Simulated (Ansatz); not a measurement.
## SrO (Fm-3m): refractive index against wavelength

The refractive index of SrO (Fm-3m) below the direct gap (3.38 eV on the mesh) is read from one computed spectrum, n = √(Re ε).

Cell: a, b, c = 3.629, 3.629, 3.629 Å (primitive vectors), 2 atoms.

Method: Ansatz 0.2.0, PBE, independent particles, k-mesh 10×10×10 with interpolation inside its cells, Gaussian parameter 0.1 eV.

Launch of the response step: `ansatz run input.yaml --threads 4 --pin off --max-ram 8192MiB --backend cpu --events-out ev --progress --plain --runs-dir out`. The run took 3 s, on 4 threads of Intel(R) Xeon(R) Platinum 8488C (Sapphire Rapids) (shared host).

```
wavelength (nm)  photon energy E (eV)       n
           1550                 0.800  1.9952
           1310                 0.946  1.9988
           1064                 1.165       ?
            850                 1.459  2.0171
            700                 1.771  2.0333
            633                 1.959  2.0454
            532                 2.331  2.0761
```

In the single-oscillator model n² − 1 = E₀E_d/(E₀² − E²), so 1/(n² − 1) = E₀/E_d − E²/(E₀E_d) is linear in E².

Working, on the rows shown:

| x = E² (eV²) | y = 1/(n² − 1) |
| --- | --- |
| 0.639837 | 0.335478 |
| 0.895757 | 0.333867 |
| 2.12762 | 0.325872 |
| 3.13716 | 0.31905 |
| 3.83641 | 0.314104 |
| 5.43137 | 0.302097 |

Means: x̄ = 2.678, ȳ = 0.32174. Σ(x − x̄)(y − ȳ) = -0.1161, Σ(x − x̄)² = 16.77. Slope = -0.1161 / 16.77 = -0.006921; intercept = ȳ − slope · x̄ = 0.34028. Turned back into n, the line misses the rows shown by at most 0.0016.

Q: Fill in the last column of the withheld row.

A: At x = 1.3578 the line gives y = 0.33088, that is 2.0055. The run gave 2.0055, so the interpolation holds to the digits printed.

Refitted with all rows, the slope is -0.006923 and the intercept 0.34029. These give E₀ = √(intercept/−slope) = 7.01 eV and E_d = E₀/intercept = 20.6 eV; E₀ is 2.1 times the direct gap. The electronic limit at long wavelengths, without lattice vibrations, is n = √(1 + 1/intercept) = 1.985. The cell comes from an older database entry, whose edges can be off by a per cent or so. Excitons are left out and so are local fields; PBE gaps are as a rule too small. Spin-orbit coupling is left out.

[Logs are printed without paths, hosts, clocks, repeated set-up lines and the standing remarks that a program may print on its own settings, such as how far it seeks lower states.]
